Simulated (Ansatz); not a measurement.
# Fe wire along [111], 19 atoms a period: bands along the axis

Aim: is the Fe wire along [111], 19 atoms a period a metal or a semiconductor?

Method: DFT PBE, plane waves, PAW; relaxation of a wire's period; PAW set soft_1, in the first sound run; inputs show where later runs differ, in Ansatz 0.2.0.

## (1) The structure

The cell holds 19 atoms: 19 Fe. Cell: a = 14.804 Å, b = 16.043 Å, c = 2.451 Å, α = 90.0°, β = 90.0°, γ = 90.0°. Vacuum lies along a and b. The structure's axis is c.

## (2) The relaxed wire

Band widths follow the bond lengths, so the wire is relaxed first. The atoms and the third cell vector are free; the box across stays fixed as vacuum. Moments are seeded so that a magnetic state can form if it lies lower. A Fermi-Dirac smearing is set since the result may be a metal. The pressure printed is a third of the stress's trace over the whole box, vacuum included; only the stress along the axis is relaxed.

The input, input.yaml:

```yaml
crystal:
  lattice:
    - [14.804, 0.0, 0.0]
    - [0.0, 16.043, 0.0]
    - [0.0, 0.0, 2.4508518927]
  atoms:
    - { symbol: Fe, position: [0.364841407, 0.283945812, 0.0], spin: 2.4 }
    - { symbol: Fe, position: [0.500015157, 0.499991937, 0.0], spin: 2.4 }
    - { symbol: Fe, position: [0.635188907, 0.283945812, 0.0], spin: 2.4 }
    - { symbol: Fe, position: [0.770362656, 0.499991937, 0.0], spin: 2.4 }
    - { symbol: Fe, position: [0.229667657, 0.644022687, 0.333333333], spin: 2.4 }
    - { symbol: Fe, position: [0.364841407, 0.427976562, 0.333333333], spin: 2.4 }
    - { symbol: Fe, position: [0.500015157, 0.211930437, 0.333333333], spin: 2.4 }
    - { symbol: Fe, position: [0.500015157, 0.644022687, 0.333333333], spin: 2.4 }
    - { symbol: Fe, position: [0.635188907, 0.427976562, 0.333333333], spin: 2.4 }
    - { symbol: Fe, position: [0.770362656, 0.644022687, 0.333333333], spin: 2.4 }
    - { symbol: Fe, position: [0.229667657, 0.355961187, 0.666666667], spin: 2.4 }
    - { symbol: Fe, position: [0.364841407, 0.572007312, 0.666666667], spin: 2.4 }
    - { symbol: Fe, position: [0.500015157, 0.355961187, 0.666666667], spin: 2.4 }
    - { symbol: Fe, position: [0.500015157, 0.788053437, 0.666666667], spin: 2.4 }
    - { symbol: Fe, position: [0.635188907, 0.572007312, 0.666666667], spin: 2.4 }
    - { symbol: Fe, position: [0.770362656, 0.355961187, 0.666666667], spin: 2.4 }
    - { symbol: Fe, position: [0.229667657, 0.499991937, 0.0], spin: 2.4 }
    - { symbol: Fe, position: [0.364841407, 0.716038062, 0.0], spin: 2.4 }
    - { symbol: Fe, position: [0.635188907, 0.716038062, 0.0], spin: 2.4 }
magnetization:
  spin_polarized: true
kpoints:
  mp_grid: { grid: [1, 1, 33] }
scf:
  occupations: { method: fermi_dirac, width: 0.05 }
hamiltonian:
  xc: pbe
  pseudopotentials: { kind: paw, azcp: { folder: soft_1 } }
relax:
  cell: { fix: [a, b, alpha, beta, gamma] }
  max_steps: 45
  f_tol: 0.03
```

Command:

```console
> ansatz run input.yaml --threads 4 --pin off --max-ram 16384MiB --backend cpu --events-out ev --progress --plain --runs-dir out
```

Numbers of over 12 decimals in the logs are rounded to 6 here.

Output:

```text
Engine: ansatz 0.2.0, aarch64-unknown-linux-gnu
Pseudopotentials: kind: paw
Pseudopotential: Fe, paw, valence charge 16, recommended cutoff 420 eV (normal), soft_1/Fe.paw.azcp
Functional definition: PBE
  parameter kappa = 0.804
  parameter beta = 0.066725
  exchange = pbe_x(kappa = kappa, mu = beta*pi^2/3)
  correlation = pbe_c(beta = beta)
Crystal: 19 atoms, lattice volume = 582.079 Å³
Basis set: ecut = 420 eV, 11277 PW (Γ), exchange–correlation on 200×216×36 points (8 copies of the dense FFT grid, shifted against one another)
Bands: 210, of which v1, the nominal top of the filled ones, is band 152 counted from 1 (151 counted from 0)
Symmetry: 4 space group operations
Space group: P2/m (ITA 10), of the structure as read, at distance tolerance 8.3e-5 Å
Magnetic group: BNS 10.42 (UNI 49), of the structure as read, at distance tolerance 8.3e-5 Å
k-points: 17 of 33
Non-local potential: Fe, projectors of the file, l = 0: 3, l = 1: 2, l = 2: 3, l = 3: 1
PAW form: soft (Blöchl's): semilocal exchange-correlation on the pseudo side does not see the compensation charge
PAW one-centre angular grid: Fe, 590 points (default); XC on 64 Gauss nodes
Initial density: superposition of atomic densities (neutral atoms: chi_scale 0, normalization atom)
Starting moments: Σ|m| = 45.6 μB on 19 of 19 sites
Initial wavefunctions: pseudopotential atomic-orbital guess
Functional: x = pbe(κ = 0.804, μ = 0.219515), c = pbe(β = 0.066725)
SCF iter   1: F=—  HF=-85110.180417 eV  |F-HF|=—  |Δ(HF+E_count)|=         —  Δρ=4.55e-2 (↑1.71e-2 ↓4.55e-2)  dr2=5.79e1  dr2_m=3.41e0  M=46.441 μB ∫|m|=46.799 μB  β_m=0.30  ethr=3.10e-3  ⟨swp⟩=7.8  Hψ=31806  notcnv=0  defer=441
Mixer restart at iter 1: flushing history
preconditioner: auto → LDOS  [metal: Δε(μ)=0.005 eV  Ē_g=6.036 eV  σ=0.050 eV  W_gap=0.02  n_scr=114 (ndim 8)  ℏωp=19.0 eV  f_vac=0.511  D(μ)=30.77/eV (n_scr^D=286)]
spin=Collinear: LDOS preconditioning applied to the charge; magnetization (m = ρ↑ − ρ↓) channel mixes plain (no charge-response kernel on spin).
SCF iter   2: F=—  HF=-85103.385306 eV  |F-HF|=—  |Δ(HF+E_count)|=    6.80e0  Δρ=2.78e-2 (↑2.78e-2 ↓2.32e-2)  dr2=9.20e0  dr2_m=2.87e0  M=47.533 μB ∫|m|=48.150 μB  β_m=0.36  ethr=3.10e-3  ⟨swp⟩=3.1  Hψ=13270  notcnv=0  defer=896
SCF iter   3: F=—  HF=-85110.597989 eV  |F-HF|=—  |Δ(HF+E_count)|=    7.21e0  Δρ=1.54e-2 (↑1.35e-2 ↓1.54e-2)  dr2=7.97e-1  dr2_m=1.04e0  M=47.638 μB ∫|m|=48.571 μB  β_m=0.46  ethr=3.03e-3  ⟨swp⟩=2.9  Hψ=11604  notcnv=0  defer=899
SCF iter   4: F=—  HF=-85114.651693 eV  |F-HF|=—  |Δ(HF+E_count)|=    4.05e0  Δρ=1.11e-2 (↑1.11e-2 ↓6.91e-3)  dr2=2.39e-1  dr2_m=4.06e-1  M=48.532 μB ∫|m|=49.856 μB  β_m=0.73  ethr=2.62e-4  ⟨swp⟩=3.3  Hψ=12876  notcnv=0  defer=902
SCF iter   5: F=—  HF=-85115.959800 eV  |F-HF|=—  |Δ(HF+E_count)|=         —  Δρ=7.10e-3 (↑7.10e-3 ↓5.69e-3)  dr2=5.46e-1  dr2_m=1.58e-1  M=50.466 μB ∫|m|=52.217 μB  β_m=0.73  ethr=7.85e-5  ⟨swp⟩=3.1  Hψ=15213  notcnv=0  defer=923
SCF iter   6: F=—  HF=-85115.821152 eV  |F-HF|=—  |Δ(HF+E_count)|=   1.39e-1  Δρ=3.91e-3 (↑3.91e-3 ↓2.26e-3)  dr2=1.07e-1  dr2_m=2.84e-2  M=50.480 μB ∫|m|=52.377 μB  β_m=0.66  ethr=7.85e-5  ⟨swp⟩=2.3  Hψ=13539  notcnv=0  defer=926
SCF iter   7: F=—  HF=-85115.906695 eV  |F-HF|=—  |Δ(HF+E_count)|=   8.55e-2  Δρ=2.10e-3 (↑2.10e-3 ↓8.34e-4)  dr2=1.65e-2  dr2_m=8.30e-3  M=50.496 μB ∫|m|=52.307 μB  β_m=0.57  ethr=3.52e-5  ⟨swp⟩=2.1  Hψ=13540  notcnv=0  defer=921
SCF iter   8: F=—  HF=-85115.899918 eV  |F-HF|=—  |Δ(HF+E_count)|=   6.78e-3  Δρ=8.28e-4 (↑5.57e-4 ↓8.28e-4)  dr2=2.38e-3  dr2_m=2.09e-3  M=50.512 μB ∫|m|=52.333 μB  β_m=0.72  ethr=5.43e-6  ⟨swp⟩=3.7  Hψ=16322  notcnv=0  defer=921
SCF iter   9: F=—  HF=-85115.903047 eV  |F-HF|=—  |Δ(HF+E_count)|=   3.13e-3  Δρ=3.00e-4 (↑3.00e-4 ↓1.93e-4)  dr2=1.72e-3  dr2_m=4.85e-5  M=50.550 μB ∫|m|=52.379 μB  β_m=0.65  ethr=7.82e-7  ⟨swp⟩=2.6  Hψ=13146  notcnv=0  defer=921
SCF iter  10: F=—  HF=-85115.902829 eV  |F-HF|=—  |Δ(HF+E_count)|=   2.18e-4  Δρ=1.08e-4 (↑1.08e-4 ↓7.32e-5)  dr2=2.67e-4  dr2_m=2.44e-5  M=50.562 μB ∫|m|=52.393 μB  β_m=0.69  ethr=5.64e-7  ⟨swp⟩=2.0  Hψ=11112  notcnv=0  defer=921
SCF iter  11: F=—  HF=-85115.902834 eV  |F-HF|=—  |Δ(HF+E_count)|=   4.37e-6  Δρ=3.91e-5 (↑3.91e-5 ↓3.54e-5)  dr2=1.80e-5  dr2_m=3.35e-6  M=50.566 μB ∫|m|=52.396 μB  β_m=0.75  ethr=8.79e-8  ⟨swp⟩=2.0  Hψ=9381  notcnv=0  defer=921
SCF iter  12: F=—  HF=-85115.902810 eV  |F-HF|=—  |Δ(HF+E_count)|=   2.36e-5  Δρ=2.30e-5 (↑2.30e-5 ↓1.73e-5)  dr2=4.66e-6  dr2_m=1.03e-6  M=50.567 μB ∫|m|=52.398 μB  β_m=0.77  ethr=5.92e-9  ⟨swp⟩=3.1  Hψ=14358  notcnv=0  defer=921
SCF iter  13: F=—  HF=-85115.902810 eV  |F-HF|=—  |Δ(HF+E_count)|=   2.40e-7  Δρ=9.63e-6 (↑9.63e-6 ↓7.43e-6)  dr2=1.23e-6  dr2_m=1.22e-7  M=50.566 μB ∫|m|=52.397 μB  β_m=0.70  ethr=1.53e-9  ⟨swp⟩=2.0  Hψ=11425  notcnv=0  defer=921
SCF iter  14: F=—  HF=-85115.902810 eV  |F-HF|=—  |Δ(HF+E_count)|=   2.21e-7  Δρ=1.07e-5 (↑1.07e-5 ↓4.67e-6)  dr2=8.70e-7  dr2_m=8.59e-8  M=50.566 μB ∫|m|=52.397 μB  β_m=0.53  ethr=4.04e-10  ⟨swp⟩=2.2  Hψ=12162  notcnv=0  defer=921
SCF iter  15: F=—  HF=-85115.902810 eV  |F-HF|=—  |Δ(HF+E_count)|=   3.22e-7  Δρ=2.22e-6 (↑2.22e-6 ↓1.22e-6)  dr2=3.60e-8  dr2_m=1.03e-8  M=50.566 μB ∫|m|=52.397 μB  β_m=0.66  ethr=2.86e-10  ⟨swp⟩=2.8  Hψ=12815  notcnv=0  defer=921
SCF iter  16: F=-85115.902810 eV  HF=-85115.902810 eV  |F-HF|=7.98e-8  |Δ(HF+E_count)|=   2.58e-8  Δρ=2.21e-6 (↑1.30e-6 ↓2.21e-6)  dr2=8.53e-8  dr2_m=2.00e-9  M=50.566 μB ∫|m|=52.397 μB  ethr=1.18e-11  ⟨swp⟩=2.0  Hψ=23357  notcnv=0
SCF 1 converged in 16 iterations: F = -85115.902810 eV  dr2 = 8.53e-8
  greatest PAW one-centre occupation: 1.001 electrons in one spin orbital (limit 2), on the Fe atom at site 15 (counted from 0), in its partial waves of l = 1
relax step   1: F+E_penalty+E_count = -85115.90280980 eV  Δ(F+E_penalty+E_count) = +0.000e0 eV  max|allowed force component| = 4.221e-1 eV/Å  Δτ_max = 0.0000 Å  P = -0.616 GPa  Ω = 582.079 Å³  fix = [a, b, alpha, beta, gamma]  reactions: a -0.721, b -0.722 GPa; alpha -0.002 GPa/rad  (16 SCF iters, dr2 threshold 1.00e-7 eV, accepted)
Crystal: 19 atoms, lattice volume = 581.639 Å³
Initial density: handed on by an earlier stage of this run
Starting moments: Σ|m| = 45.6 μB on 19 of 19 sites; this step starts from the density that it was given
Initial wavefunctions: those handed on with the density
iter 1 solved again at ethr=1.22e-5 eV; its pass at ethr=3.10e-3 eV (dr2=3.69e-2 eV) is discarded
[...]
Initial wavefunctions: pseudopotential atomic-orbital guess (no wavefunctions were taken with the density)
iter 1 solved again at ethr=6.24e-7 eV; its pass at ethr=3.10e-3 eV (dr2=1.90e-3 eV) is discarded
SCF iter   1: F=—  HF=-85116.037204 eV  |F-HF|=—  |Δ(HF+E_count)|=         —  Δρ=5.19e-6 (↑5.19e-6 ↓3.72e-6)  dr2=1.46e-8  dr2_m=3.94e-8  M=50.388 μB ∫|m|=52.147 μB  β_m=0.65  ethr=6.24e-7  ⟨swp⟩=4.6  Hψ=53227  notcnv=0  defer=1
eigensolver tolerance schedule: the retry pair's looser diagonalisation over-reported the residual by 129683.25 of it (diagonalisation noise at an unbounded share of the residual, at the tolerance the schedule requests for it); recorded, not acted on — ethr = c·dr2/N_el stays at c = 1.0e-1
preconditioner: auto → LDOS  [metal: Δε(μ)=0.005 eV  Ē_g=5.707 eV  σ=0.050 eV  W_gap=0.02  n_scr=50 (ndim 8)  ℏωp=19.0 eV  f_vac=0.536  D(μ)=19.09/eV (n_scr^D=114)]
spin=Collinear: LDOS preconditioning applied to the charge; magnetization (m = ρ↑ − ρ↓) channel mixes plain (no charge-response kernel on spin).
SCF iter   2: F=—  HF=-85116.037360 eV  |F-HF|=—  |Δ(HF+E_count)|=   1.55e-4  Δρ=1.92e-6 (↑1.92e-6 ↓1.60e-6)  dr2=1.11e-8  dr2_m=6.62e-9  M=50.388 μB ∫|m|=52.147 μB  β_m=0.51  ethr=4.81e-12  ⟨swp⟩=5.4  Hψ=25906  notcnv=0
SCF iter   3: F=—  HF=-85116.037382 eV  |F-HF|=—  |Δ(HF+E_count)|=   2.28e-5  Δρ=1.09e-6 (↑1.09e-6 ↓8.35e-7)  dr2=2.24e-9  dr2_m=2.31e-9  M=50.388 μB ∫|m|=52.147 μB  β_m=0.60  ethr=3.65e-12  ⟨swp⟩=3.9  Hψ=14305  notcnv=0
SCF iter   4: F=—  HF=-85116.037389 eV  |F-HF|=—  |Δ(HF+E_count)|=   6.45e-6  Δρ=4.51e-7 (↑4.51e-7 ↓4.17e-7)  dr2=8.24e-10  dr2_m=4.94e-10  M=50.388 μB ∫|m|=52.147 μB  β_m=0.66  ethr=1.00e-12  ⟨swp⟩=3.7  Hψ=13849  notcnv=0
SCF iter   5: F=—  HF=-85116.037390 eV  |F-HF|=—  |Δ(HF+E_count)|=   1.28e-6  Δρ=2.04e-7 (↑2.04e-7 ↓1.71e-7)  dr2=2.24e-10  dr2_m=1.53e-10  M=50.388 μB ∫|m|=52.147 μB  β_m=0.83  ethr=1.00e-12  ⟨swp⟩=3.1  Hψ=11713  notcnv=0
SCF iter   6: F=—  HF=-85116.037390 eV  |F-HF|=—  |Δ(HF+E_count)|=   1.67e-8  Δρ=8.15e-8 (↑6.94e-8 ↓8.15e-8)  dr2=5.66e-11  dr2_m=1.61e-11  M=50.388 μB ∫|m|=52.147 μB  β_m=0.86  ethr=1.00e-12  ⟨swp⟩=2.1  Hψ=8548  notcnv=0
SCF iter   7: F=-85116.037390 eV  HF=-85116.037390 eV  |F-HF|=3.06e-10  |Δ(HF+E_count)|=  2.04e-10  Δρ=1.09e-7 (↑1.09e-7 ↓7.05e-8)  dr2=1.59e-10  dr2_m=4.68e-12  M=50.388 μB ∫|m|=52.147 μB  ethr=1.00e-12  ⟨swp⟩=3.3  Hψ=22663  notcnv=0
SCF 5 converged in 7 iterations: F = -85116.037390 eV  dr2 = 1.59e-10
relax step   5: F+E_penalty+E_count = -85116.03739021 eV  Δ(F+E_penalty+E_count) = -3.869e-5 eV  max|allowed force component| = 1.900e-3 eV/Å  Δτ_max = 0.0000 Å  P = -0.013 GPa  Ω = 582.147 Å³  fix = [a, b, alpha, beta, gamma]  reactions: a -0.027, b +0.017 GPa; alpha +0.003 GPa/rad  stress off target by 3.02e-2 GPa on what of the cell is left free  SCF on the basis re-selected at this cell (its energy is not comparable with the rows above)  (7 SCF iters)
basis re-selected at this cell: Δ(F+E_penalty+E_count) = -3.869e-5 eV, ΔP = +0.000 GPa vs the last step (what re-selecting the basis moved, of the pressure what is left beyond the Pulay correction that the steps carried, after the strain that the cell walked since its last selection, with what the two solves' SCF thresholds leave and, on support functions, any second-order correction that the steps lacked; it is no m [...]
SCF converged after 7 iterations
Magnetization: 50.3877 μB (177.1938 up, 126.8062 down)
Absolute magnetization: 52.1504 μB (∫|ρ↑−ρ↓|, with the PAW one-centre terms)
Spin contamination: 0.8432 ħ² per cell (⟨S²⟩ above its minimum at these occupations)
Per-site moments (μB) at R_I (Å): [(2.695928, 1.011095), (2.284613, 1.008460), (2.695928, 1.011095), (2.696250, 1.011095), (2.704228, 0.976398), (2.430279, 0.976398), (2.703595, 0.976076), (2.431680, 0.976076), (2.430279, 0.976398), (2.704228, 0.976398), (2.704228, 0.976398), (2.430279, 0.976398), (2.431680, 0.976076), (2.703595, 0.976076), (2.430279, 0.976398), (2.704228, 0.976398), (2.696250, 1.011095), (2.695928, 1.011095), (2.695928, 1.011095)]
Free energy (F): -85116.037390 eV
Harris-Foulkes:  -85116.037390 eV  (|F-HF|=3.06e-10)
Internal energy: -85115.877606 eV  (E = F + TS)
E sigma→0 (E₀):  -85115.957498 eV
Entropy (-TS):   -0.159784 eV (-8.410 meV/atom)
Fermi energy:    4.370854 eV
--- Per-component energies (eV) ---
  E_band       = -8310.698545
  E_kinetic    = 6261.482979
  E_local      = -265050.461495  (includes V_loc(G=0)·N_el)
  E_nonlocal   = 5553.373435
  E_hartree    = 126917.445302
  E_xc         = -2079.678824
  E_vxc        = -2669.426618  (∫ρ·V_xc dr)
  E_paw        = -26293.500506  (= ΣΔE_a)
  E_vpaw       = -6240.541616  (= ΣTr[D̂ρ^β])
  E_aug_tail   = -0.019606  (compensation charges beyond the density's cutoff)
  E_ewald      = 69575.481109
  E_smearing   = -0.159784  (= −TS)
  E_closure    = 0.000000  (closes the sum)
  Σ components = -85116.037390   (vs F -85116.037390, Δ=0.00e0)
--- Forces (eV/Å), atoms counted from 1 ---
  atom   1  Fe    -0.00016814    -0.00090316    -0.00009048
  atom   2  Fe     0.00000000     0.00000000     0.00000000
  atom   3  Fe     0.00016814    -0.00090316    -0.00009048
  atom   4  Fe     0.00073660    -0.00000000     0.00000000
  atom   5  Fe    -0.00154853     0.00106689     0.00133602
  atom   6  Fe     0.00160237     0.00163551     0.00069320
  atom   7  Fe     0.00000000    -0.00182901     0.00122383
  atom   8  Fe     0.00000000    -0.00190050     0.00037413
  atom   9  Fe    -0.00160237     0.00163551     0.00069320
  atom  10  Fe     0.00154853     0.00106689     0.00133602
  atom  11  Fe    -0.00154853    -0.00106689    -0.00133602
  atom  12  Fe     0.00160237    -0.00163551    -0.00069320
  atom  13  Fe     0.00000000     0.00190050    -0.00037413
  atom  14  Fe     0.00000000     0.00182901    -0.00122383
  atom  15  Fe    -0.00160237    -0.00163551    -0.00069320
  atom  16  Fe     0.00154853    -0.00106689    -0.00133602
  atom  17  Fe    -0.00073660     0.00000000    -0.00000000
  atom  18  Fe    -0.00016814     0.00090316     0.00009048
  atom  19  Fe     0.00016814     0.00090316     0.00009048
  max |Σ_I F_I| component: 2.17e-19 eV/Å
--- Stress (GPa, compression-positive) ---
       -0.026878       0.000000      -0.000000
        0.000000       0.016895      -0.002811
       -0.000000      -0.002811      -0.030177
  P = ⅓ Tr σ = -0.0134 GPa (-0.134 kbar)
--- Relaxed structure (4 steps of the walk, 4 accepted, 1 SCFs on fresh bases) ---
  F+E_penalty+E_count = -85116.03739021 eV   max|allowed force component| = 1.900e-3 eV/Å   (the final SCF, on the basis selected at the relaxed cell)
  cell:  # Å, volume = 582.1471 Å³
    - [14.804, 0.0, 0.0]
    - [0.0, 16.043, 0]
    - [0.0, 0, 2.451140]
  atoms:
    - { symbol: Fe, position: [0.364031, 0.282896, -0.000668521] }
    - { symbol: Fe, position: [0.500015, 0.5, 0] }
    - { symbol: Fe, position: [0.635999, 0.282896, -0.000668521] }
    - { symbol: Fe, position: [0.772020, 0.5, 0] }
    - { symbol: Fe, position: [0.233171, 0.642004, 0.371383] }
    - { symbol: Fe, position: [0.364682, 0.427998, 0.325721] }
    - { symbol: Fe, position: [0.500015, 0.216013, 0.369623] }
    - { symbol: Fe, position: [0.500015, 0.643987, 0.326575] }
    - { symbol: Fe, position: [0.635348, 0.427998, 0.325721] }
    - { symbol: Fe, position: [0.766859, 0.642004, 0.371383] }
    - { symbol: Fe, position: [0.233171, 0.357996, 0.628617] }
    - { symbol: Fe, position: [0.364682, 0.572002, 0.674279] }
    - { symbol: Fe, position: [0.500015, 0.356013, 0.673425] }
    - { symbol: Fe, position: [0.500015, 0.783987, 0.630377] }
    - { symbol: Fe, position: [0.635348, 0.572002, 0.674279] }
    - { symbol: Fe, position: [0.766859, 0.357996, 0.628617] }
    - { symbol: Fe, position: [0.228011, 0.5, 0] }
    - { symbol: Fe, position: [0.364031, 0.717104, 0.000668521] }
    - { symbol: Fe, position: [0.635999, 0.717104, 0.000668521] }
```

Elapsed: 14 min, on 4 threads of Arm Neoverse V2, shared host; peak memory 4.3 GiB.

(Part 1 of 2 ends here.)

[Logs are printed without paths, hosts, clocks, repeated set-up lines and the standing remarks that a program may print on its own settings, such as how far it seeks lower states.]

[Hosts, paths, dates, database ids (printed as entryN), source tags and the programs' standing remarks are cut or masked in the printed files.]
